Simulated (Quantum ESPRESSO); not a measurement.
# Grüneisen parameters and expansion of ZnS (F-43m), part 2 of 9

Which modes of ZnS drive its thermal expansion?

Experimental results on record:
- bulk modulus 71.4 GPa near room temperature (given in “High-Throughput Prediction of Finite-Temperature Properties using the Quasi-Harmonic Approximation”, 2016, arXiv:1603.06924)

Quantum ESPRESSO 7.5; DFT PBE, scalar-relativistic, plane waves, GBRV ultrasoft pseudopotentials.

So far. Step 2 (A first coarse run): The start is under 1.9 GPa at this level and looks like an insulator or semiconductor on this mesh.

The database entry behind the starting cell differs from later determinations by our own check (about 0.1 % short), so it need not match the best structure at ambient conditions.

## Step 3: Relaxation

Phonons are second derivatives about a minimum, so cell and atoms are relaxed first, inside the symmetry of the start.

relax.in

```
&CONTROL
  calculation   = 'vc-relax'
  prefix        = 'x'
  outdir        = './tmp'
  pseudo_dir    = './pseudo'
  tprnfor       = .true.
  tstress       = .true.
  forc_conv_thr = 2.0d-05
  etot_conv_thr = 1.0d-07
  nstep         = 40
/
&SYSTEM
  ibrav       = 0
  nat         = 2
  ntyp        = 2
  ecutwfc     = 45.0
  ecutrho     = 270.0
  occupations = 'fixed'
  nbnd        = 15
/
&ELECTRONS
  conv_thr         = 1.0d-11
  mixing_beta      = 0.7
  electron_maxstep = 100
/
&IONS
/
&CELL
  press_conv_thr = 0.1
/
ATOMIC_SPECIES
 Zn     65.3800  Zn.upf
 S      32.0600  S.upf
CELL_PARAMETERS angstrom
     0.000000000    2.702000000    2.702000000
     2.702000000    0.000000000    2.702000000
     2.702000000    2.702000000    0.000000000
ATOMIC_POSITIONS crystal
 Zn     0.250000000   0.250000000   0.250000000
 S      0.000000000   0.000000000   0.000000000
K_POINTS automatic
 10 10 10 0 0 0
```

Command:

```bash
OMP_NUM_THREADS=1 mpirun -n 8 pw.x -nk 8 -in relax.in > relax.out
```

Output:

```text
[banner, memory and clock lines left out]
Program PWSCF v.7.5

     Message from routine setup:
     using ibrav=0 with symmetry is DISCOURAGED, use correct ibrav instead

     G-vector sticks info

     bravais-lattice index     =            0
     lattice parameter (alat)  =       7.2210  a.u.
     unit-cell volume          =     266.2457 (a.u.)^3
     number of atoms/cell      =            2
     number of atomic types    =            2
     number of electrons       =        26.00
     number of Kohn-Sham states=           15
     kinetic-energy cutoff     =      45.0000  Ry
     charge density cutoff     =     270.0000  Ry
     scf convergence threshold =      1.0E-11
     mixing beta               =       0.7000
     number of iterations used =            8  plain     mixing
     energy convergence thresh.=      1.0E-07
     force convergence thresh. =      2.0E-05
     press convergence thresh. =      1.0E-01
     Exchange-correlation=  SLA  PW   PBX  PBC
                           (   1   4   3   4   0   0   0)
     nstep                     =           40

     celldm(1)=   7.221031  celldm(2)=   0.000000  celldm(3)=   0.000000
     celldm(4)=   0.000000  celldm(5)=   0.000000  celldm(6)=   0.000000

     crystal axes: (cart. coord. in units of alat)
               a(1) = (   0.000000   0.707107   0.707107 )
               a(2) = (   0.707107   0.000000   0.707107 )
               a(3) = (   0.707107   0.707107   0.000000 )

     reciprocal axes: (cart. coord. in units 2 pi/alat)
               b(1) = ( -0.707107  0.707107  0.707107 )
               b(2) = (  0.707107 -0.707107  0.707107 )
               b(3) = (  0.707107  0.707107 -0.707107 )

     PseudoPot. # 1 for Zn read from file:
     ./pseudo/Zn.upf
     Pseudo is Ultrasoft, Zval = 20.0
     Using radial grid of  943 points,  6 beta functions with:
                l(1) =   0
                l(2) =   0
                l(3) =   1
                l(4) =   1
                l(5) =   2
                l(6) =   2
     Q(r) pseudized with  8 coefficients,  rinner =    1.100   1.100   1.100
                                                       1.100   1.100

     PseudoPot. # 2 for S  read from file:
     ./pseudo/S.upf
     Pseudo is Ultrasoft + core correction, Zval =  6.0
     Using radial grid of  907 points,  6 beta functions with:
                l(1) =   0
                l(2) =   0
                l(3) =   1
                l(4) =   1
                l(5) =   2
                l(6) =   2
     Q(r) pseudized with  8 coefficients,  rinner =    1.300   1.300   1.300
                                                       1.300   1.300

     atomic species   valence    mass     pseudopotential
     Zn               20.00    65.38000     Zn( 1.00)
     S                 6.00    32.06000     S ( 1.00)

     24 Sym. Ops. (no inversion) found

   Cartesian axes

     site n.     atom                  positions (alat units)
         1        Zn     tau(   1) = (   0.3535534   0.3535534   0.3535534  )
         2        S      tau(   2) = (   0.0000000   0.0000000   0.0000000  )

     number of k points=    47
                       cart. coord. in units 2pi/alat
        k(    1) = (   0.0000000   0.0000000   0.0000000), wk =   0.0020000
        k(    2) = (   0.0707107   0.0707107  -0.0707107), wk =   0.0160000
        k(    3) = (   0.1414214   0.1414214  -0.1414214), wk =   0.0160000
        k(    4) = (   0.2121320   0.2121320  -0.2121320), wk =   0.0160000
        k(    5) = (   0.2828427   0.2828427  -0.2828427), wk =   0.0160000
        k(    6) = (  -0.3535534  -0.3535534   0.3535534), wk =   0.0080000
        k(    7) = (   0.1414214  -0.0000000   0.0000000), wk =   0.0120000
        k(    8) = (   0.2121320   0.0707107  -0.0707107), wk =   0.0480000
        k(    9) = (   0.2828427   0.1414214  -0.1414214), wk =   0.0480000
        k(   10) = (   0.3535534   0.2121320  -0.2121320), wk =   0.0480000
        k(   11) = (  -0.2828427  -0.4242641   0.4242641), wk =   0.0480000
        k(   12) = (  -0.2121320  -0.3535534   0.3535534), wk =   0.0480000
        k(   13) = (  -0.1414214  -0.2828427   0.2828427), wk =   0.0480000
        k(   14) = (  -0.0707107  -0.2121320   0.2121320), wk =   0.0480000
        k(   15) = (   0.0000000  -0.1414214   0.1414214), wk =   0.0240000
        k(   16) = (   0.2828427  -0.0000000   0.0000000), wk =   0.0120000
[...]
Dense  grid:    19891 G-vectors     FFT dimensions: (  40,  40,  40)

     Smooth grid:    10969 G-vectors     FFT dimensions: (  32,  32,  32)

     Initial potential from superposition of free atoms

     starting charge      25.9998, renormalised to      26.0000
     Starting wfcs are   17 randomized atomic wfcs

     per-process dynamical memory:    29.3 Mb

     Self-consistent Calculation

     iteration #  1     ecut=    45.00 Ry     beta= 0.70
     Davidson diagonalization with overlap
     ethr =  1.00E-02,  avg # of iterations =  3.5

     Threshold (ethr) on eigenvalues was too large:
     Diagonalizing with lowered threshold

     Davidson diagonalization with overlap
     ethr =  4.00E-04,  avg # of iterations =  2.2

     total energy              =    -485.72721618 Ry
     estimated scf accuracy    <       0.10434276 Ry

     iteration #  2     ecut=    45.00 Ry     beta= 0.70
     Davidson diagonalization with overlap
     ethr =  4.01E-04,  avg # of iterations =  2.3

     total energy              =    -485.75206223 Ry
     estimated scf accuracy    <       0.08330812 Ry

     iteration #  3     ecut=    45.00 Ry     beta= 0.70
     Davidson diagonalization with overlap
     ethr =  3.20E-04,  avg # of iterations =  2.0

     total energy              =    -485.77004594 Ry
     estimated scf accuracy    <       0.00274555 Ry

     iteration #  4     ecut=    45.00 Ry     beta= 0.70
     Davidson diagonalization with overlap
     ethr =  1.06E-05,  avg # of iterations =  3.2

     total energy              =    -485.77069169 Ry
     estimated scf accuracy    <       0.00017887 Ry

     iteration #  5     ecut=    45.00 Ry     beta= 0.70
     Davidson diagonalization with overlap
     ethr =  6.88E-07,  avg # of iterations =  2.9

     total energy              =    -485.77070703 Ry
     estimated scf accuracy    <       0.00000583 Ry

     iteration #  6     ecut=    45.00 Ry     beta= 0.70
     Davidson diagonalization with overlap
     ethr =  2.24E-08,  avg # of iterations =  3.7

     total energy              =    -485.77070955 Ry
     estimated scf accuracy    <       0.00000014 Ry

     iteration #  7     ecut=    45.00 Ry     beta= 0.70
[...]
Cartesian axes

     site n.     atom                  positions (alat units)
         1        Zn     tau(   1) = (   0.3558547   0.3558547   0.3558547  )
         2        S      tau(   2) = (  -0.0000000  -0.0000000   0.0000000  )

     number of k points=    47
                       cart. coord. in units 2pi/alat
[...]
k(   40) = (   0.0000000  -0.2810136   0.4215204), wk =   0.0480000
        k(   41) = (  -0.1405068  -0.5620272   0.7025340), wk =   0.0480000
        k(   42) = (  -0.0702534  -0.4917738   0.6322806), wk =   0.0960000
        k(   43) = (   0.0000000  -0.4215204   0.5620272), wk =   0.0480000
        k(   44) = (  -0.7025340   0.1405068   0.0000000), wk =   0.0240000
        k(   45) = (  -0.1405068  -0.4215204   0.7025340), wk =   0.0480000
        k(   46) = (  -0.0702534  -0.3512670   0.6322806), wk =   0.0480000
        k(   47) = (  -0.7025340   0.2810136   0.0000000), wk =   0.0240000

     Dense  grid:    20179 G-vectors     FFT dimensions: (  40,  40,  40)

     Smooth grid:    11017 G-vectors     FFT dimensions: (  32,  32,  32)

     Initial potential from superposition of free atoms

     starting charge      25.9998, renormalised to      26.0000
     Starting wfcs are   17 randomized atomic wfcs

     per-process dynamical memory:    32.6 Mb

     Self-consistent Calculation

[...]
c_bands:  1 eigenvalues not converged
[...]
total energy              =    -485.77104877 Ry
[...]
iteration #  5     ecut=    45.00 Ry     beta= 0.70
     Davidson diagonalization with overlap
     ethr =  6.26E-07,  avg # of iterations =  2.1

     total energy              =    -485.77106403 Ry
     estimated scf accuracy    <       0.00000592 Ry

     iteration #  6     ecut=    45.00 Ry     beta= 0.70
     Davidson diagonalization with overlap
     ethr =  2.28E-08,  avg # of iterations =  2.7

     total energy              =    -485.77106589 Ry
     estimated scf accuracy    <       0.00000013 Ry

     iteration #  7     ecut=    45.00 Ry     beta= 0.70
     Davidson diagonalization with overlap
     ethr =  4.86E-10,  avg # of iterations =  4.9

     total energy              =    -485.77106597 Ry
     estimated scf accuracy    <       0.00000008 Ry

     iteration #  8     ecut=    45.00 Ry     beta= 0.70
     Davidson diagonalization with overlap
     ethr =  3.17E-10,  avg # of iterations =  2.0

     total energy              =    -485.77106599 Ry
     estimated scf accuracy    <          2.0E-09 Ry

     iteration #  9     ecut=    45.00 Ry     beta= 0.70
     Davidson diagonalization with overlap
     ethr =  7.59E-12,  avg # of iterations =  2.6

     total energy              =    -485.77106600 Ry
     estimated scf accuracy    <          3.1E-10 Ry

     iteration # 10     ecut=    45.00 Ry     beta= 0.70
     Davidson diagonalization with overlap
     ethr =  1.20E-12,  avg # of iterations =  2.1

     total energy              =    -485.77106600 Ry
     estimated scf accuracy    <          2.8E-12 Ry

     iteration # 11     ecut=    45.00 Ry     beta= 0.70
     Davidson diagonalization with overlap
     ethr =  1.00E-13,  avg # of iterations =  2.9

     total energy              =    -485.77106600 Ry
     estimated scf accuracy    <          3.2E-12 Ry

     iteration # 12     ecut=    45.00 Ry     beta= 0.70
     Davidson diagonalization with overlap
     ethr =  1.00E-13,  avg # of iterations =  1.0

     End of self-consistent calculation

          k = 0.0000 0.0000 0.0000 (  1411 PWs)   bands (ev):

[...]
k = 0.2810 0.1405-0.1405 (  1381 PWs)   bands (ev):

[...]
k = 0.3513 0.2108-0.2108 (  1388 PWs)   bands (ev):

[...]
k = 0.2810-0.0000 0.0000 (  1375 PWs)   bands (ev):

[...]
k = 0.3513 0.0703-0.0703 (  1375 PWs)   bands (ev):

[...]
k = 0.4215 0.1405-0.1405 (  1378 PWs)   bands (ev):

[...]
k = 0.0000-0.2810 0.2810 (  1384 PWs)   bands (ev):

[...]
k = 0.4215-0.0000 0.0000 (  1371 PWs)   bands (ev):

[...]
k = 0.4918 0.0703-0.0703 (  1384 PWs)   bands (ev):

[...]
k = 0.0000-0.4215 0.4215 (  1380 PWs)   bands (ev):

[...]
k = 0.5620-0.0000 0.0000 (  1367 PWs)   bands (ev):

[...]
k = 0.0000-0.5620 0.5620 (  1374 PWs)   bands (ev):

[...]
k = 0.2810 0.1405-0.0000 (  1379 PWs)   bands (ev):

[...]
k = 0.3513 0.2108-0.0703 (  1383 PWs)   bands (ev):

[...]
k =-0.2108-0.3513 0.4918 (  1390 PWs)   bands (ev):

[...]
k = 0.4215 0.1405-0.0000 (  1387 PWs)   bands (ev):

[...]
k =-0.2108-0.4918 0.6323 (  1381 PWs)   bands (ev):

[...]
k =-0.1405-0.4215 0.5620 (  1393 PWs)   bands (ev):

[...]
k =-0.0703-0.3513 0.4918 (  1385 PWs)   bands (ev):

[...]
k = 0.0000-0.2810 0.4215 (  1378 PWs)   bands (ev):

  -118.3506 -72.5200 -72.5199 -72.5199  -5.6329   0.3464   0.3648   0.5053
     0.7006   0.7626   2.5852   4.0719   5.3520  11.5375  12.6122

          k =-0.1405-0.5620 0.7025 (  1378 PWs)   bands (ev):

  -118.3506 -72.5200 -72.5199 -72.5199  -5.4551   0.2536   0.4792   0.5266
     0.7521   0.8225   2.3623   4.2389   4.4717  10.6956  11.1649

          k =-0.0703-0.4918 0.6323 (  1385 PWs)   bands (ev):

  -118.3506 -72.5200 -72.5200 -72.5199  -5.3647   0.3073   0.4898   0.5785
     0.7326   0.9818   2.0379   3.7587   4.4062  10.9514  11.9165

          k = 0.0000-0.4215 0.5620 (  1390 PWs)   bands (ev):

  -118.3506 -72.5201 -72.5200 -72.5199  -5.3736   0.3388   0.4665   0.6384
     0.7000   1.0242   1.9713   3.4613   4.6400  11.2353  12.7517

          k =-0.7025 0.1405 0.0000 (  1380 PWs)   bands (ev):

  -118.3506 -72.5201 -72.5199 -72.5199  -5.3343   0.2595   0.5253   0.5613
     0.7536   0.9677   1.9934   4.1440   4.1516  10.4960  11.0509

          k =-0.1405-0.4215 0.7025 (  1382 PWs)   bands (ev):

  -118.3506 -72.5200 -72.5200 -72.5199  -5.4160   0.3459   0.4405   0.5974
     0.7132   0.9258   2.1453   3.7497   4.5070  11.9335  12.1125

          k =-0.0703-0.3513 0.6323 (  1396 PWs)   bands (ev):

  -118.3507 -72.5201 -72.5200 -72.5200  -5.3620   0.3551   0.4640   0.6562
     0.6683   1.0408   1.9729   3.6213   4.3091  11.9909  12.4637

          k =-0.7025 0.2810 0.0000 (  1392 PWs)   bands (ev):

  -118.3506 -72.5200 -72.5200 -72.5200  -5.3311   0.3410   0.4952   0.6114
     0.6975   1.0623   1.9846   3.8690   3.8855  11.7937  12.1340

     highest occupied, lowest unoccupied level (ev):     6.4807    8.5013

!    total energy              =    -485.77106600 Ry
     estimated scf accuracy    <          1.8E-14 Ry

     The total energy is the sum of the following terms:
     one-electron contribution =    -457.13054088 Ry
     hartree contribution      =     235.25249476 Ry
     xc contribution           =     -50.68546935 Ry
     ewald contribution        =    -213.20755053 Ry

     convergence has been achieved in  12 iterations

     Forces acting on atoms (cartesian axes, Ry/au):

     atom    1 type  1   force =     0.00000000    0.00000000   -0.00000000
     atom    2 type  2   force =     0.00000000    0.00000000    0.00000000

     Total force =     0.000000     Total SCF correction =     0.000000

     Computing stress (Cartesian axis) and pressure

          total   stress  (Ry/bohr**3)                   (kbar)     P=       -0.32
  -0.00000220  -0.00000000  -0.00000000           -0.32       -0.00       -0.00
  -0.00000000  -0.00000220  -0.00000000           -0.00       -0.32       -0.00
  -0.00000000  -0.00000000  -0.00000220           -0.00       -0.00       -0.32

     XML data file, charge density, pseudopotentials, collected wavefunctions
```

Run time: 14 s. Hardware: 8 MPI ranks of Arm Neoverse V1, shared host; 1.9 min of CPU time.

Step by step:

```
step  energy less that of the first step (eV)  largest force (eV/Å)  volume (Å³)
   1                                   0.0000                0.0000        39.45
   2                                  -0.0020                0.0000        39.74
   3                                  -0.0031                0.0000        40.05
   4                                  -0.0033                0.0000        40.23
   5                                  -0.0033                0.0000        40.23
   6                                  -0.0048                0.0000        40.23
```

```
conventional cell, symmetrised  before  after  change
                         a (Å)   5.404  5.439  +0.7 %
                         b (Å)   5.404  5.439  +0.7 %
                         c (Å)   5.404  5.439  +0.7 %
              volume (Å³/atom)   19.73  20.11  +2.0 %
```

Final coordinates:

```
CELL_PARAMETERS angstrom
0.00000 2.71959 2.71959
2.71959 0.00000 2.71959
2.71959 2.71959 0.00000
ATOMIC_POSITIONS crystal
Zn 0.25000 0.25000 0.25000
S 0.00000 0.00000 0.00000
```

Numbers from this step:

```yaml
volume_per_atom: 20.11 Å³
pressure: -0.032 GPa
gap_on_the_k_mesh: 2.021 eV
```

After the last step pw.x solved the final cell once more on a basis chosen for it, which moves the energy without moving the atoms.

[end of part 2 of 9]

[Logs are printed without paths, hosts, clocks, repeated set-up lines and the standing remarks that a program may print on its own settings, such as how far it seeks lower states.]

[Hosts, paths, dates, database ids (printed as entryN), source tags and the programs' standing remarks are cut or masked in the printed files.]

[A step with changed settings may run another functional than the one named; its input shows which.]

[Of the runs on displaced cells, only some may be shown.]
